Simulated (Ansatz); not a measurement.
# How MgO (Periclase) absorbs and reflects light

What colour and refractive index does MgO (Periclase) have at this level of theory? The cell comes from an older database entry, whose edges can differ from later determinations, mostly by under a per cent.

Program: Ansatz 0.2.0. Level of theory: DFT, PBE, plane-wave PAW, default files, scalar-relativistic, independent-particle optical response without local fields. Values are calculated unless marked as measured.

The database entry behind the starting cell differs from other determinations of this structure, so it need not match the best structure at room temperature.

## 1. Set-up

It takes space group Fm-3m (No. 225, cubic). Conventional cell: a = 4.217 Å, b = 4.217 Å, c = 4.217 Å, α = 90.00°, β = 90.00°, γ = 90.00°. Nearest to Mg lie 6 O at 2.11 Å. Nearest to O lie 6 Mg at 2.11 Å. Farther neighbours, and contacts between anions beyond the nearest, are not listed.

As a file:

```cif
data_structure
_symmetry_space_group_name_H-M 'Fm-3m'
_symmetry_Int_Tables_number 225
_cell_length_a 4.2170
_cell_length_b 4.2170
_cell_length_c 4.2170
_cell_angle_alpha 90.000
_cell_angle_beta 90.000
_cell_angle_gamma 90.000
_cell_volume 74.99
loop_
_atom_site_label
_atom_site_type_symbol
_atom_site_symmetry_multiplicity
_atom_site_Wyckoff_symbol
_atom_site_fract_x
_atom_site_fract_y
_atom_site_fract_z
_atom_site_occupancy
Mg1 Mg 4 a 0.00000 0.00000 0.00000 1
O1 O 4 b 0.50000 0.00000 0.00000 1
```

## 2. Ground state and bands

First the ground state: is it a metal or has it a gap?

This step: DFT, PBE, plane-wave PAW, default files, scalar-relativistic, ground state (Ansatz 0.2.0).

File input.yaml:

```yaml
crystal:
  lattice:
    - [0.0, 2.1085, 2.1085]
    - [2.1085, 0.0, 2.1085]
    - [2.1085, 2.1085, 0.0]
  atoms:
    - { symbol: Mg, position: [0.0, 0.0, 0.0] }
    - { symbol: O, position: [0.5, 0.5, 0.5] }
kpoints:
  mp_grid: { grid: [9, 9, 9] }
  band_path:
    path:
      - [[0.0, 0.0, 0.0], [0.5, 0.0, 0.5], [0.5, 0.25, 0.75], [0.375, 0.375, 0.75], [0.0, 0.0, 0.0], [0.5, 0.5, 0.5], [0.625, 0.25, 0.625], [0.5, 0.25, 0.75], [0.5, 0.5, 0.5], [0.375, 0.375, 0.75]]
      - [[0.625, 0.25, 0.625], [0.5, 0.0, 0.5]]
    npoints: 6
scf:
  occupations: { method: fermi_dirac, width: 0.05 }
  n_extra_bands: 6
hamiltonian:
  xc: pbe
  pseudopotentials: { kind: paw }
output:
  forces: true
  stress: true
  populations: true
  write_bands: true
  write_density: true
  write_potential: true
  elf: true
  volumetric_format: npy
```

Run with:

```sh
ansatz run input.yaml --threads 4 --pin off --max-ram 8192MiB --backend cpu --events-out ev --progress --plain --runs-dir out
```

Log:

```text
scf.n_extra_bands = 6 over 8 filled bands (N_el = 16.0): the run solves 14 bands
Engine: ansatz 0.2.0, x86_64-unknown-linux-gnu
Pseudopotentials: kind: paw
Pseudopotential: Mg, paw, valence charge 10, recommended cutoff 420 eV (normal), Mg.paw.azcp
Pseudopotential: O, paw, valence charge 6, recommended cutoff 420 eV (normal), O.paw.azcp
Functional definition: PBE
  parameter kappa = 0.804
  parameter beta = 0.066725
  exchange = pbe_x(kappa = kappa, mu = beta*pi^2/3)
  correlation = pbe_c(beta = beta)
Crystal: 2 atoms, lattice volume = 18.748 Å³
Basis set: ecut = 420 eV, 339 PW (Γ), exchange–correlation on 40×40×40 points (8 copies of the dense FFT grid, shifted against one another)
Bands: 14, of which v1, the nominal top of the filled ones, is band 8 counted from 1 (7 counted from 0)
Symmetry: 48 space group operations
Space group: Fm-3m (ITA 225), of the structure as read, at distance tolerance 2.7e-5 Å
k-points: 35 of 729
Non-local potential: Mg, projectors of the file, l = 0: 3, l = 1: 2, l = 2: 1
Non-local potential: O, projectors of the file, l = 0: 2, l = 1: 2, l = 2: 1
PAW form: soft (Blöchl's): semilocal exchange-correlation on the pseudo side does not see the compensation charge
PAW one-centre angular grid: Mg, 110 points (default); XC on 64 Gauss nodes
PAW one-centre angular grid: O, 110 points (default); XC on 64 Gauss nodes
Initial density: superposition of atomic densities (neutral atoms: chi_scale 0, normalization atom), corrected by the library's trained network
Initial wavefunctions: pseudopotential atomic-orbital guess
Functional: x = pbe(κ = 0.804, μ = 0.219515), c = pbe(β = 0.066725)
SCF iter   1: F=—  HF=-2494.132515 eV  |F-HF|=—  |Δ(HF+E_count)|=         —  Δρ=6.07e-4  dr2=1.32e-5  ethr=1.77e-3  ⟨swp⟩=5.5  Hψ=2674  notcnv=0  defer=12
preconditioner: auto → none  [insulator: Δε(μ)=4.708 eV  Ē_g=21.210 eV  σ=0.050 eV  W_gap=1.00  n_scr=8 (ndim 8)  ℏωp=24.3 eV  f_vac=0.000  D(μ)=0.00/eV (n_scr^D=0)  ε∞_Penn≈2.3]
SCF iter   2: F=—  HF=-2494.132764 eV  |F-HF|=—  |Δ(HF+E_count)|=   2.50e-4  Δρ=4.18e-4  dr2=1.52e-5  ethr=8.27e-8  ⟨swp⟩=3.1  Hψ=1196  notcnv=0  defer=23
SCF iter   3: F=—  HF=-2494.132781 eV  |F-HF|=—  |Δ(HF+E_count)|=   1.64e-5  Δρ=2.52e-4  dr2=4.90e-6  ethr=8.27e-8  ⟨swp⟩=1.3  Hψ=492  notcnv=0  defer=23
SCF iter   4: F=—  HF=-2494.132800 eV  |F-HF|=—  |Δ(HF+E_count)|=   1.94e-5  Δρ=5.41e-5  dr2=3.02e-7  ethr=3.06e-8  ⟨swp⟩=2.0  Hψ=594  notcnv=0  defer=23
iter 5 did not close the SCF: its close was put off for the readings that it lacked (scf_convergence_deferred on its scf_iter line)
SCF iter   5: F=-2494.132800 eV  HF=-2494.132800 eV  |F-HF|=3.00e-8  |Δ(HF+E_count)|=   7.69e-8  Δρ=1.68e-5  dr2=3.05e-8  ethr=1.89e-9  ⟨swp⟩=2.2  Hψ=666  notcnv=0  defer=23
SCF iter   6: F=-2494.132800 eV  HF=-2494.132800 eV  |F-HF|=5.82e-9  |Δ(HF+E_count)|=   1.00e-8  Δρ=7.06e-6  dr2=5.73e-9  ethr=1.90e-10  ⟨swp⟩=7.6  Hψ=2716  notcnv=0
SCF 1 converged in 6 iterations: F = -2494.132800 eV  dr2 = 5.73e-9
  greatest PAW one-centre occupation: 1.000 electrons in one spin orbital (limit 2), on the Mg atom at site 0 (counted from 0), in its partial waves of l = 0
NSCF: frozen V_eff on 62 k-points
SCF converged after 6 iterations
Free energy (F): -2494.132800 eV
Harris-Foulkes:  -2494.132800 eV  (|F-HF|=5.82e-9)
Internal energy: -2494.132800 eV  (E = F + TS)
E sigma→0 (E₀):  -2494.132800 eV
Fermi energy:    10.495237 eV
--- Per-component energies (eV) ---
  E_band       = -293.272354
  E_kinetic    = 255.748189
  E_local      = -1604.634606  (includes V_loc(G=0)·N_el)
  E_nonlocal   = 142.808298
  E_hartree    = 555.153866
  E_xc         = -105.259716
  E_vxc        = -134.890028  (∫ρ·V_xc dr)
  E_paw        = -450.094475  (= ΣΔE_a)
  E_vpaw       = -62.612380  (= ΣTr[D̂ρ^β])
  E_aug_tail   = 0.002520  (compensation charges beyond the density's cutoff)
  E_ewald      = -1287.856876
  E_smearing   = -0.000000  (= −TS)
  E_closure    = 0.000000  (closes the sum)
  Σ components = -2494.132800   (vs F -2494.132800, Δ=0.00e0)
--- Forces (eV/Å), atoms counted from 1 ---
  atom   1  Mg    -0.00000000     0.00000000     0.00000000
  atom   2  O      0.00000000    -0.00000000     0.00000000
  max |Σ_I F_I| component: 2.02e-29 eV/Å
--- Stress (GPa, compression-positive) ---
        4.094653       0.000000       0.000000
        0.000000       4.094653       0.000000
        0.000000       0.000000       4.094653
  P = ⅓ Tr σ = 4.0947 GPa (40.947 kbar)
--- Band table (eV; the first three rows and the last of 35) ---
  k-point 0: bands = [... 4 lower, -9.1430, 8.0914, 8.0914, 8.0914, 12.8004, 23.8927, 23.8927, 23.8927, ... 2 higher]
  k-point 1: bands = [... 4 lower, -9.0098, 7.3124, 8.0095, 8.0095, 13.5518, 22.4452, 24.1806, 24.1806, ... 2 higher]
  k-point 2: bands = [... 4 lower, -8.6528, 5.8216, 7.8106, 7.8106, 14.8770, 20.8871, 24.6845, 24.6845, ... 2 higher]
  k-point 34: bands = [... 4 lower, -7.5773, 4.8564, 5.4501, 6.4899, 19.4185, 19.6656, 20.3668, 23.9849, ... 2 higher]
--- Löwdin populations: 2 sites ---
  site symbol       q [e]
     0     Mg      8.4652
     1      O      7.3898
  spilling = 0.009066 (of n_electrons = 16.000000)
```

Elapsed: 2.1 s, on 4 threads of Intel Xeon Platinum 8488C (Sapphire Rapids), shared host; peak memory 0.28 GiB; 1.2 s of CPU time.

In the SCF lines HF is the Harris–Foulkes energy and dr2 the Hartree energy of the density residual, in eV; the loop may stop once dr2 is under the threshold and the program's other checks hold. Hψ counts applications of the Hamiltonian.

Read-outs:

| Quantity | Value |
| --- | --- |
| free energy | -2494.1328 eV |
| Fermi energy | 10.50 eV |
| gap by band count | 4.709 eV |
| electrons | 16 |
| symmetry operations | 48 |
| pressure | 4.095 GPa |
| gap on the k-mesh | 4.709 eV |
| volume | 18.75 Å³ |
| gap on the path | 4.709 eV |
| least direct gap on the path | 4.709 eV |

There is a gap, 4.71 eV on the path, so no carriers' term is needed. The cell is left with a pressure of 4.1 GPa, as it stands unrelaxed at this level.

Electronic bands along the path, in eV, zero at the Fermi level; v1 is the highest filled band, c1 the lowest empty one:

| point | v3 | v2 | v1 | c1 | c2 | c3 | c4 |
| --- | --- | --- | --- | --- | --- | --- | --- |
| Γ | -2.40 | -2.40 | -2.40 | 2.31 | 13.40 | 13.40 | 13.40 |
| halfway | -5.02 | -3.13 | -3.13 | 5.64 | 8.77 | 13.08 | 15.04 |
| X | -6.44 | -3.74 | -3.74 | 6.74 | 7.55 | 10.67 | 16.54 |
| halfway | -6.14 | -4.28 | -3.96 | 7.61 | 8.43 | 10.33 | 14.90 |
| W | -5.33 | -5.33 | -4.16 | 9.23 | 9.23 | 9.74 | 13.09 |
| halfway | -5.72 | -5.08 | -3.85 | 8.26 | 9.49 | 9.86 | 14.00 |
| K | -5.86 | -5.09 | -3.54 | 7.69 | 9.35 | 10.11 | 15.70 |
| halfway | -5.33 | -3.57 | -2.79 | 5.74 | 9.59 | 12.94 | 15.51 |
| Γ | -2.40 | -2.40 | -2.40 | 2.31 | 13.40 | 13.40 | 13.40 |
| halfway | -5.05 | -2.74 | -2.74 | 4.67 | 10.16 | 14.24 | 14.24 |
| L | -6.99 | -3.05 | -3.05 | 5.49 | 10.17 | 13.91 | 13.91 |
| halfway | -6.52 | -4.12 | -3.24 | 6.86 | 9.87 | 11.44 | 14.67 |
| U | -5.86 | -5.09 | -3.54 | 7.69 | 9.35 | 10.11 | 15.70 |
| halfway | -5.72 | -5.08 | -3.85 | 8.26 | 9.49 | 9.86 | 14.00 |
| W | -5.33 | -5.33 | -4.16 | 9.23 | 9.23 | 9.74 | 13.09 |
| halfway | -6.37 | -4.32 | -3.38 | 7.26 | 9.77 | 11.07 | 14.48 |
| L | -6.99 | -3.05 | -3.05 | 5.49 | 10.17 | 13.91 | 13.91 |
| halfway | -6.52 | -4.12 | -3.24 | 6.86 | 9.87 | 11.44 | 14.67 |
| K | -5.86 | -5.09 | -3.54 | 7.69 | 9.35 | 10.11 | 15.70 |
| jump to U | -5.86 | -5.09 | -3.54 | 7.69 | 9.35 | 10.11 | 15.70 |
| halfway | -6.29 | -4.19 | -3.69 | 7.12 | 8.07 | 10.51 | 16.15 |
| X | -6.44 | -3.74 | -3.74 | 6.74 | 7.55 | 10.67 | 16.54 |

The electronic bands as a text plot (rows in eV, shown from -7.0 to 8.3 only):

```
    8.0 |          ++  ++++                   +++   +        + +
    7.3 |     ++++++       ++                +       +      + +++
    6.7 |     +++++                         +         +    +    +
    6.1 |                                  +              +
    5.4 |    +               ++        ++++            +++
    4.8 |                             +
    4.2 |  ++                  +
    3.5 |                           ++
    2.9 | +                     ++ +
    2.2 |+                        +
    1.6 |
    1.0 |
    0.3 |
   -0.3 |
   -0.9 |
   -1.6 |
   -2.2 |**                     ****
   -2.9 | ****             ******* *********           ****
   -3.5 |     *****     ***  **           *******   **** ********
   -4.1 |  **      *****   **  *    **      *    *** *     *   *
   -4.8 |    *      ** *              *      *  *   *       * *
   -5.4 |            ** ***  **               ** ***         *
   -6.0 |     ***  **  ******          *     ****   *       ****
   -6.7 |        **                     *****        *******    *
         Γ       X    W  K        Γ      L     U  W     L   K|U X
```

Electrostatic potential energy in the ac plane of the conventional cell at fractional y = 0.000, with atoms of Mg and O within 0.2 Å of it. With pseudopotentials it is smooth inside the atoms' cores, unlike the true potential.

Ten even steps from '_' (-65 eV) to '@' (11 eV), each cell a mean:
```
__::##@@@@**==--++%%@@%%++__
==**%%@@@@@@****##@@@@@@##++
%%%%@@@@@@@@@@@@@@@@@@@@@@%%
@@@@@@@@@@@@@@@@@@@@@@@@@@@@
%%@@@@@@@@%%##**##@@@@@@@@%%
==**@@@@%%**::..==##@@@@##++
::==%%@@%%==____..**@@@@**--
--++%%@@%%++____::##@@@@**==
**##@@@@@@##++==**%%@@@@@@**
@@@@@@@@@@@@%%%%%%@@@@@@@@@@
@@@@@@@@@@@@@@@@@@@@@@@@@@@@
**##@@@@@@@@%%%%@@@@@@@@%%##
..==##@@@@##++==**@@@@%%**::
__..**@@@@**--::==%%@@%%==__
```

ELF in the ac plane of the conventional cell at fractional y = 0.000, with atoms of Mg and O within 0.2 Å of it. It is the smooth field of the valence electrons, not physical close to the nuclei.

Ten even steps from '_' (0.06) to '@' (0.81), each cell a mean:
```
--==..::%%@@##**@@@@++__----
--::__..**@@@@@@@@%%==__..--
..______--**%%%%##++..______
++++--..__..::::::..__..==++
@@@@##--____......__..++%%@@
%%@@@@++__::====--..::##@@@@
==%%@@++..----::==..::%%@@**
**@@@@++__------==..::%%@@##
@@@@%%==__..----::__..**@@@@
%%##++..______..______--**%%
::::..__..==++++++--..__..::
....__..++%%@@@@@@##--____..
==--..::##@@@@%%@@@@++__::==
::==..::%%@@**==%%@@++..----
```

## 3. Spectrum

With the density converged, the vertical transitions are summed over the zone.

This step: DFT, PBE, plane-wave PAW, default files, scalar-relativistic, independent-particle optical response without local fields (Ansatz 0.2.0).

input.yaml, the sections that differ from step 2:

```yaml
kpoints:
  mp_grid: { grid: [9, 9, 9] }
scf:
  occupations: { method: fixed }
output:
  optics:
    e_range: [0, 20]
    de: 0.05
    sigma: 0.15
    nscf_kmesh: { grid: [10, 10, 10] }
    bands: { spectra_wanted_up_to: 20 }
# crystal, hamiltonian: as in step 2
```

Log:

```text
[...]
Crystal: 2 atoms, lattice volume = 18.748 Å³
Basis set: ecut = 420 eV, 339 PW (Γ)
Bands: 12, of which v1, the nominal top of the filled ones, is band 8 counted from 1 (7 counted from 0)
Symmetry: 48 space group operations
[...]
k-points: 35 of 729
[...]
SCF iter   1: F=—  HF=-2494.132749 eV  |F-HF|=—  |Δ(HF+E_count)|=         —  Δρ=5.62e-4  dr2=6.39e-6  ethr=1.77e-3  ⟨swp⟩=4.6  Hψ=2189  notcnv=0  defer=57
[...]
SCF iter   7: F=-2494.132838 eV  HF=-2494.132838 eV  |F-HF|=0.00e0  |Δ(HF+E_count)|=  2.73e-11  Δρ=1.56e-7  dr2=1.79e-12  ethr=1.00e-12  ⟨swp⟩=3.7  Hψ=1809  notcnv=0
SCF 1 converged in 7 iterations: F = -2494.132838 eV  dr2 = 1.79e-12
[...]
NSCF: frozen V_eff on 47 k-points
[...]
output.optics: what the bands over the 20 summed would add to eps1, eps2 and the energy-loss function is held between a lower and an upper bound (6 Lanczos steps). eps1, eps2 and their loss function (loss_summed_bands) are given on every row as the summed bands alone make them. Along an axis, on a row where the two bounds hold the loss function to about 1 % of the greater of itself and 0.5 % of |1/eps|, its cell (loss_completed) is given, with the completed eps1 and eps2 that it is formed of (a cell that is left empty reads nan in the table and null in the record). The two bounds hold it so along every axis on all 401 rows up to 20.000 eV. [rest of the remark cut]
SCF converged after 7 iterations
Free energy (F): -2494.132838 eV
[...]
Internal energy: -2494.132838 eV  (E = F + TS)
E sigma→0 (E₀):  -2494.132838 eV
Fermi energy:    8.091387 eV
[...]
--- Band table (eV; the first three rows and the last of 35) ---
  k-point 0: bands = [... 4 lower, -9.1430, 8.0914, 8.0914, 8.0914, 12.8005, 23.8928, 23.8928, 23.8928]
  k-point 1: bands = [... 4 lower, -9.0098, 7.3124, 8.0095, 8.0095, 13.5519, 22.4453, 24.1807, 24.1807]
  k-point 2: bands = [... 4 lower, -8.6527, 5.8216, 7.8106, 7.8106, 14.8772, 20.8873, 24.6846, 24.6846]
  k-point 34: bands = [... 4 lower, -7.5773, 4.8564, 5.4501, 6.4899, 19.4186, 19.6657, 20.3668, 23.9850]
```

Wall time 2.6 s (4 threads); peak memory 0.54 GiB.

Numbers from this step:

| Property | Result |
| --- | --- |
| electronic dielectric constant ε∞, mean of the axes | 3.263 |
| absorption onset, first axis (α over 10⁴ cm⁻¹, or the direct gap if that lies higher) | 4.709 eV |
| main peak of Im epsilon, first axis | 11.04 eV |
| least direct gap on the mesh | 4.709 eV |
| bands summed | 20 |
| spectra valid up to | 32.73 eV |
| program's estimate of the k-sum error in Im epsilon | 0.06 % |
| electrons in the f-sum | 7.373 |

The Im ε, any direction has structure finer than the step of the table below, so its rows give means over 1 eV. Peaks (eV: height): 8.7: 3.66, 11.1: 5.91, 15.2: 4.02.

Table of Im ε, any direction by photon energy; means over each step:

| photon energy (eV) | Im ε, any direction |
| --- | --- |
| 4 | 1.8e-4 |
| 5 | 0.439 |
| 6 | 0.951 |
| 7 | 1.25 |
| 8 | 1.94 |
| 9 | 3.37 |
| 10 | 2.86 |
| 11 | 5.06 |
| 12 | 3.36 |
| 13 | 2.58 |
| 14 | 2.41 |
| 15 | 3.38 |
| 16 | 2.72 |
| 17 | 2.37 |
| 18 | 2.29 |
| 19 | 0.943 |

Table of Re ε, any direction by photon energy:

| photon energy (eV) | Re ε, any direction |
| --- | --- |
| 0.0 | 3.26 |
| 0.5 | 3.27 |
| 1.0 | 3.28 |
| 1.5 | 3.31 |
| 2.0 | 3.35 |
| 2.5 | 3.41 |
| 3.0 | 3.49 |
| 3.5 | 3.60 |
| 4.0 | 3.76 |
| 4.5 | 4.05 |
| 5.0 | 4.36 |
| 5.5 | 4.26 |
| 6.0 | 4.23 |
| 6.5 | 4.25 |
| 7.0 | 4.33 |
| 7.5 | 4.49 |
| 8.0 | 4.80 |
| 8.5 | 5.14 |
| 9.0 | 3.57 |
| 9.5 | 3.22 |
| 10.0 | 3.34 |
| 10.5 | 4.41 |
| 11.0 | 2.89 |
| 11.5 | 0.426 |
| 12.0 | 0.715 |
| 12.5 | 0.836 |
| 13.0 | 0.687 |
| 13.5 | 1.13 |
| 14.0 | 1.46 |
| 14.5 | 1.45 |
| 15.0 | 1.57 |
| 15.5 | -0.167 |
| 16.0 | 0.0657 |
| 16.5 | -0.00967 |
| 17.0 | -0.197 |
| 17.5 | -0.104 |
| 18.0 | -0.798 |
| 18.5 | -1.22 |
| 19.0 | -0.785 |
| 19.5 | -0.442 |
| 20.0 | -0.163 |

Table of loss function −Im 1/ε at q → 0, any direction by energy loss; read off at these points:

| energy loss (eV) | loss function −Im 1/ε at q → 0, any direction |
| --- | --- |
| 4.00 | 0 |
| 4.50 | 2.6e-4 |
| 5.00 | 0.0263 |
| 5.50 | 0.0419 |
| 6.00 | 0.0509 |
| 6.50 | 0.0570 |
| 7.00 | 0.0615 |
| 7.50 | 0.0649 |
| 8.00 | 0.0685 |
| 8.50 | 0.0865 |
| 9.00 | 0.140 |
| 9.50 | 0.155 |
| 10.00 | 0.147 |
| 10.50 | 0.108 |
| 11.00 | 0.137 |
| 11.50 | 0.227 |
| 12.00 | 0.293 |
| 12.50 | 0.321 |
| 13.00 | 0.330 |
| 13.35 | 0.452 |
| 13.50 | 0.391 |
| 14.00 | 0.289 |
| 14.50 | 0.303 |
| 15.00 | 0.232 |
| 15.50 | 0.292 |
| 16.00 | 0.391 |
| 16.50 | 0.372 |
| 17.00 | 0.446 |
| 17.30 | 0.448 |
| 17.50 | 0.444 |
| 18.00 | 0.327 |
| 18.50 | 0.405 |
| 19.00 | 0.627 |
| 19.50 | 1.03 |
| 20.00 | 1.51 |

Refractive index n and extinction k against photon energy:

| photon energy (eV) | n | k |
| --- | --- | --- |
| 0 | 1.81 | 0 |
| 1 | 1.81 | 0 |
| 2 | 1.83 | 0 |
| 3 | 1.87 | 0 |
| 4 | 1.94 | 0 |
| 5 | 2.09 | 0.121 |
| 6 | 2.07 | 0.231 |
| 7 | 2.10 | 0.297 |
| 8 | 2.23 | 0.404 |
| 9 | 2.06 | 0.829 |
| 10 | 1.96 | 0.710 |
| 11 | 2.18 | 1.36 |
| 12 | 1.42 | 1.14 |
| 13 | 1.35 | 1.06 |
| 14 | 1.50 | 0.889 |
| 15 | 1.66 | 1.09 |
| 16 | 1.14 | 1.12 |
| 17 | 1.01 | 1.10 |
| 18 | 1.04 | 1.37 |
| 19 | 0.469 | 1.00 |
| 20 | 0.488 | 0.633 |

The reflectivity at normal incidence, any direction has structure finer than the step of the table below, so its rows give means over 0.5 eV. Peaks (eV: height): 8.60: 20.0, 11.30: 28.8, 15.50: 26.8, 18.60: 44.0.

The reflectivity at normal incidence, any direction by photon energy; means over each step:

| photon energy (eV) | reflectivity at normal incidence, any direction (%) |
| --- | --- |
| 0.5 | 8.28 |
| 1.0 | 8.34 |
| 1.5 | 8.46 |
| 2.0 | 8.62 |
| 2.5 | 8.86 |
| 3.0 | 9.17 |
| 3.5 | 9.59 |
| 4.0 | 10.2 |
| 4.5 | 11.4 |
| 5.0 | 12.6 |
| 5.5 | 12.5 |
| 6.0 | 12.6 |
| 6.5 | 12.9 |
| 7.0 | 13.4 |
| 7.5 | 14.3 |
| 8.0 | 15.9 |
| 8.5 | 19.1 |
| 9.0 | 18.1 |
| 9.5 | 16.3 |
| 10.0 | 15.5 |
| 10.5 | 18.8 |
| 11.0 | 26.6 |
| 11.5 | 26.6 |
| 12.0 | 20.9 |
| 12.5 | 18.2 |
| 13.0 | 18.3 |
| 13.5 | 12.0 |
| 14.0 | 14.2 |
| 14.5 | 14.0 |
| 15.0 | 19.8 |
| 15.5 | 26.0 |
| 16.0 | 22.0 |
| 16.5 | 22.8 |
| 17.0 | 23.6 |
| 17.5 | 22.2 |
| 18.0 | 31.6 |
| 18.5 | 43.3 |
| 19.0 | 41.1 |
| 19.5 | 35.5 |

(Continued in part 2 of 2.)

[Long decimals in the printed logs are rounded to 6 places.]

[Logs are printed without paths, hosts, clocks, repeated set-up lines and the standing remarks that a program may print on its own settings, such as how far it seeks lower states.]

[Hosts, paths, dates, database ids (printed as entryN), source tags and the programs' standing remarks are cut or masked in the printed files.]

[Where the starting crystal was built by hand or by swapping elements, it need not be the compound's stable phase.]

[The count of steps not shown may lack steps that the program refused or didn't finish.]
